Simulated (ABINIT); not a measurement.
Planning a run of ABINIT 10.8.3 on InSe (R3m). The input:

```
acell 3*1.0 Angstrom
rprim 
  2.000000000018 1.154700538390 8.440000000000
  -2.000000000018 1.154700538390 8.440000000000
  0.000000000000 -2.309401076779 8.440000000000
ntypat 2
znucl 49 34
natom 4
typat 1 1 2 2
xred 
  0.000000000000 0.000000000000 0.000000000000
  0.111400000000 0.111400000000 0.111400000000
  0.616500000000 0.616500000000 0.616500000000
  0.828100000000 0.828100000000 0.828100000000
pp_dirpath "pseudos"
pseudos "In.upf, Se.upf"
ecut 39
ngkpt 4 4 4
nshiftk 1
shiftk 0 0 0
kptopt 1
chksymbreak 0
istwfk *1
occopt 1
irdwfk 1
optdriver 4
nband 175
gwcalctyp 0
ecutsigx 39
symsigma 1
nkptgw 2
kptgw 
  0.5000000000 0.5000000000 0.5000000000
  0.0000000000 0.0000000000 0.0000000000
bdgw 
  27 31
  28 31
ecuteps 4.5
irdscr 1
ppmodel 3
indata_prefix "in"
outdata_prefix "out"
tmpdata_prefix "tmp"
```

The database entry behind the starting cell differs from later determinations by our own check (c about 1.5 % long), so it need not match the best structure at ambient conditions.

```sh
OMP_NUM_THREADS=1 mpirun -n 8 abinit run.abi > log
```

Question: How long will it take on 8 MPI ranks of Arm Neoverse N1, shared host, and how much memory?

It took 50 s; on shared hardware allow 25 s to 99 s. Peak host memory was 12 GiB.

[Paths, hosts, dates, memory and timing lines, banners, echoed tables and standing remarks are left out of the program output.]

[Logs are printed without paths, hosts, clocks, repeated set-up lines and the standing remarks that a program may print on its own settings, such as how far it seeks lower states.]

[Runs of the session that timed out or met a known fault of the program may be left out.]

[Hosts, paths, dates, database ids (printed as entryN), source tags and the programs' standing remarks are cut or masked in the printed files.]

[G0W0 gaps are taken among the corrected bands and points alone; a level outside them can change the order at an edge.]

[Where Ansatz stands beside ABINIT at settings called matched, ABINIT's density can come from a denser mesh and the files from another edition; pairs whose starting gaps differed by over 0.03 eV were left out, so agreement reads better than it is.]
